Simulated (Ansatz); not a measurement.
# Se on Al(100): change of the work function, part 2 of 2

How does Se on the hollow site change the work function of Al(100) as the layer fills?

Ansatz 0.2.0; plane-wave DFT, PBE, Ansatz PAW.

So far, work function, upper face (eV): step 2 (the clean slab) 4.29; step 3 (37 atoms, coverage 0.111 ML, cell 3x3) 4.38; step 4 (17 atoms, coverage 0.25 ML, cell 2x2) 4.48.

**5. The covered slab, k-mesh 6×6×1, coverage 0.5 ML**

System of this step: Se/Al(100). The cell holds 18 atoms: 16 Al and 2 Se. Cell: a = 5.728 Å, b = 5.728 Å, c = 25.522 Å, α = 90.0°, β = 90.0°, γ = 90.0°. Vacuum lies along c.

Contents of input.yaml:

```yaml
crystal:
  lattice:
    - [5.7275649276, 0.0, 0.0]
    - [0.0, 5.7275649276, 0.0]
    - [0.0, 0.0, 25.5215740695]
  atoms:
    - { symbol: Al, position: [0.25, 0.25, 0.3526428258] }
    - { symbol: Al, position: [0.0, 0.0, 0.4319874616] }
    - { symbol: Al, position: [0.25, 0.25, 0.510718198] }
    - { symbol: Al, position: [0.0, 0.0, 0.5911034374] }
    - { symbol: Al, position: [0.25, 0.75, 0.3526428258] }
    - { symbol: Al, position: [0.0, 0.5, 0.4319874616] }
    - { symbol: Al, position: [0.25, 0.75, 0.510718198] }
    - { symbol: Al, position: [0.0, 0.5, 0.5911034374] }
    - { symbol: Al, position: [0.75, 0.25, 0.3526428258] }
    - { symbol: Al, position: [0.5, 0.0, 0.4319874616] }
    - { symbol: Al, position: [0.75, 0.25, 0.510718198] }
    - { symbol: Al, position: [0.5, 0.0, 0.5911034374] }
    - { symbol: Al, position: [0.75, 0.75, 0.3526428258] }
    - { symbol: Al, position: [0.5, 0.5, 0.4319874616] }
    - { symbol: Al, position: [0.75, 0.75, 0.510718198] }
    - { symbol: Al, position: [0.5, 0.5, 0.5911034374] }
    - { symbol: Se, position: [0.25, 0.25, 0.6473571742] }
    - { symbol: Se, position: [0.75, 0.75, 0.6473571742] }
kpoints:
  mp_grid: { grid: [6, 6, 1] }
hamiltonian:
  xc: pbe
scf:
  occupations: { method: fermi_dirac, width: 0.1 }
  convergence: { dr2_threshold: 1.0e-08 }
efield:
  axis: 3
  dipole_correction: true
  ramp_position: 0.97
  ramp_width: 0.06
relax:
  f_tol: 0.02
  max_steps: 60
  constraints: [{ sites: [0, 1, 4, 5, 8, 9, 12, 13] }]
output:
  dos: { projected: true, e_range: [-8, 4] }
  write_potential: true
  write_density: true
  volumetric_format: npy
  elf: true
```

On the command line:

```
> ansatz run input.yaml --threads 4 --pin off --max-ram 8192MiB --backend cpu --events-out ev --progress --plain --runs-dir out
```

It took 94 s on 4 threads of Arm Neoverse N1, shared host; peak memory 1.5 GiB; 6.1 min of CPU time.

The steps of the relaxation:

| step | energy less that of the first step (eV) | largest force component (eV/Å) |
| --- | --- | --- |
| 1 | 0.0000 | 2.4741 |
| 2 | -0.7995 | 0.3289 |
| 3 | -0.8167 | 0.0572 |
| 4 | -0.8170 | 0.0320 |
| 5 | -0.8178 | 0.0051 |

Forces are held to the 16 operations that the program found; a distortion that breaks them can't arise in this run.

The atoms that moved most (Å):

| atom | dx | dy | dz | length |
| --- | --- | --- | --- | --- |
| Se18 | 0.000 | 0.000 | 0.205 | 0.205 |
| Se17 | 0.000 | 0.000 | 0.205 | 0.205 |
| Al7 | 0.000 | 0.000 | 0.104 | 0.104 |
| Al11 | 0.000 | 0.000 | 0.104 | 0.104 |
| Al12 | 0.000 | 0.000 | -0.080 | 0.080 |
| Al16 | 0.000 | 0.000 | -0.080 | 0.080 |
| Al8 | 0.000 | 0.000 | -0.080 | 0.080 |
| Al4 | 0.000 | 0.000 | -0.080 | 0.080 |

The relaxed structure:

```cif
data_structure
_symmetry_space_group_name_H-M 'P 1'
_symmetry_Int_Tables_number 1
_cell_length_a 5.7276
_cell_length_b 5.7276
_cell_length_c 25.5216
_cell_angle_alpha 90.000
_cell_angle_beta 90.000
_cell_angle_gamma 90.000
_cell_volume 837.24
loop_
_atom_site_label
_atom_site_type_symbol
_atom_site_fract_x
_atom_site_fract_y
_atom_site_fract_z
_atom_site_occupancy
Al1 Al 0.25000 0.25000 0.35264 1
Al2 Al 0.00000 0.00000 0.43199 1
Al3 Al 0.25000 0.25000 0.50834 1
Al4 Al 0.00000 0.00000 0.58796 1
Al5 Al 0.25000 0.75000 0.35264 1
Al6 Al 0.00000 0.50000 0.43199 1
Al7 Al 0.25000 0.75000 0.51477 1
Al8 Al 0.00000 0.50000 0.58796 1
Al9 Al 0.75000 0.25000 0.35264 1
Al10 Al 0.50000 0.00000 0.43199 1
Al11 Al 0.75000 0.25000 0.51477 1
Al12 Al 0.50000 0.00000 0.58796 1
Al13 Al 0.75000 0.75000 0.35264 1
Al14 Al 0.50000 0.50000 0.43199 1
Al15 Al 0.75000 0.75000 0.50834 1
Al16 Al 0.50000 0.50000 0.58796 1
Se17 Se 0.25000 0.25000 0.65539 1
Se18 Se 0.75000 0.75000 0.65539 1
```

The relaxation took 5 steps and lowered the energy by 0.82 eV; the largest force on the free atoms ends at 0.0051 eV/Å.

The covered face has 4.51 eV, +0.22 eV against the clean one; the bare back face has moved by +0.05 eV, a measure of how thin the slab is.

**6. Adsorbate added, k-mesh 12×12×1, coverage 1 ML**

System of this step: Se/Al(100). The cell holds 5 atoms: 4 Al and 1 Se. Cell: a = 2.864 Å, b = 2.864 Å, c = 25.522 Å, α = 90.0°, β = 90.0°, γ = 90.0°. Vacuum lies along c.

input.yaml, the sections that differ from step 5:

```yaml
crystal:
  lattice:
    - [2.8637824638, 0.0, 0.0]
    - [0.0, 2.8637824638, 0.0]
    - [0.0, 0.0, 25.5215740695]
  atoms:
    - { symbol: Al, position: [0.5, 0.5, 0.3526428258] }
    - { symbol: Al, position: [0.0, 0.0, 0.4319874616] }
    - { symbol: Al, position: [0.5, 0.5, 0.510718198] }
    - { symbol: Al, position: [0.0, 0.0, 0.5911034374] }
    - { symbol: Se, position: [0.5, 0.5, 0.6473571742] }
kpoints:
  mp_grid: { grid: [12, 12, 1] }
relax:
  f_tol: 0.02
  max_steps: 60
  constraints: [{ sites: [0, 1] }]
output:
  write_potential: true
  write_density: true
  volumetric_format: npy
# hamiltonian, scf, efield: as in step 5
```

Run time: 22 s. Hardware: 4 threads; peak memory 0.49 GiB; 81 s of CPU time.

Relaxation path:

| step | energy less that of the first step (eV) | largest force component (eV/Å) |
| --- | --- | --- |
| 1 | 0.0000 | 1.7558 |
| 2 | -0.2165 | 1.0061 |
| 3 | -0.3179 | 0.0945 |
| 4 | -0.3205 | 0.0342 |
| 5 | -0.3206 | 0.0026 |

Forces are held to the 8 operations that the program found; a distortion that breaks them can't arise in this run.

The atoms that moved most (Å):

| atom | dx | dy | dz | length |
| --- | --- | --- | --- | --- |
| Se5 | 0.000 | 0.000 | 0.301 | 0.301 |
| Al4 | 0.000 | 0.000 | -0.131 | 0.131 |
| Al3 | 0.000 | 0.000 | -0.038 | 0.038 |

Final coordinates:

```
Al Se
1.0
     2.86378    0.00000    0.00000
     0.00000    2.86378    0.00000
     0.00000    0.00000   25.52157
Al Se
4 1
Direct
  0.50000 0.50000 0.35264
  0.00000 0.00000 0.43199
  0.50000 0.50000 0.50924
  0.00000 0.00000 0.58598
  0.50000 0.50000 0.65914
```

The relaxation took 5 steps and lowered the energy by 0.32 eV; the largest force on the free atoms ends at 0.0026 eV/Å.

The covered face has 4.38 eV, +0.09 eV against the clean one; the bare back face has moved by -0.10 eV, a measure of how thin the slab is.

**7. Work function against coverage**

This step: plane-wave DFT, PBE, Ansatz PAW; work function against coverage (Ansatz 0.2.0).

The runs are now put side by side.

This step gave:

```yaml
work_function_of_the_clean_face: 4.293 eV
largest_change_of_the_work_function: 0.2159 eV
```

Table of work function of the covered face by coverage:

| coverage (adsorbates/nm²) | work function of the covered face (eV) |
| --- | --- |
| 0.00 | 4.29 |
| 1.35 | 4.38 |
| 3.05 | 4.48 |
| 6.10 | 4.51 |
| 12.19 | 4.38 |

The dipole per adsorbate comes from the change of the cell's dipole. Coverage, by row:

| coverage (1/nm²) | coverage (ML) | work function (eV) | change (eV) | dipole per adsorbate, positive end outwards (debye) | mean height of the added atoms over the highest substrate atom (Å) |
| --- | --- | --- | --- | --- | --- |
| 1.355 | 0.1111 | 4.377 | 0.08429 | -0.141 | 1.629 |
| 3.048 | 0.25 | 4.48 | 0.1867 | -0.118 | 1.64 |
| 6.097 | 0.5 | 4.509 | 0.2159 | -0.072 | 1.721 |
| 12.19 | 1 | 4.381 | 0.08851 | -0.04 | 1.867 |

**8. Summary of results**

| Property | Result |
| --- | --- |
| work function of the clean face | 4.29 eV |
| work function at 0.11 ML | 4.38 eV |
| work function at 0.25 ML | 4.48 eV |
| work function at 0.5 ML | 4.51 eV |
| work function at 1 ML | 4.38 eV |
| dipole per adsorbate at 0.11 ML, positive end outwards | -0.14 D |

In words: At the lowest coverage Se changes the work function of Al(100) by under 0.15 eV, within the error of so thin a slab; the largest change, +0.22 eV, comes at higher coverage. At the highest coverage the adsorbates are pressed to about 2.9 Å, closer than unbonded atoms of this kind usually come, so a real layer may not reach it. The slab has 4 layers, at the tabulated experimental lattice constant, one starting site was run, and quantum-size effects of a slab this thin can reach one or two tenths of an eV.

[Long decimals in the printed logs are rounded to 6 places.]

[Logs are printed without paths, hosts, clocks, repeated set-up lines and the standing remarks that a program may print on its own settings, such as how far it seeks lower states.]

[Hosts, paths, dates, database ids (printed as entryN), source tags and the programs' standing remarks are cut or masked in the printed files.]

[Maps of the electrostatic potential energy from Ansatz leave out the sawtooth potential of an applied field or a dipole correction, so their vacuum need not be flat; planar profiles and work functions include it.]
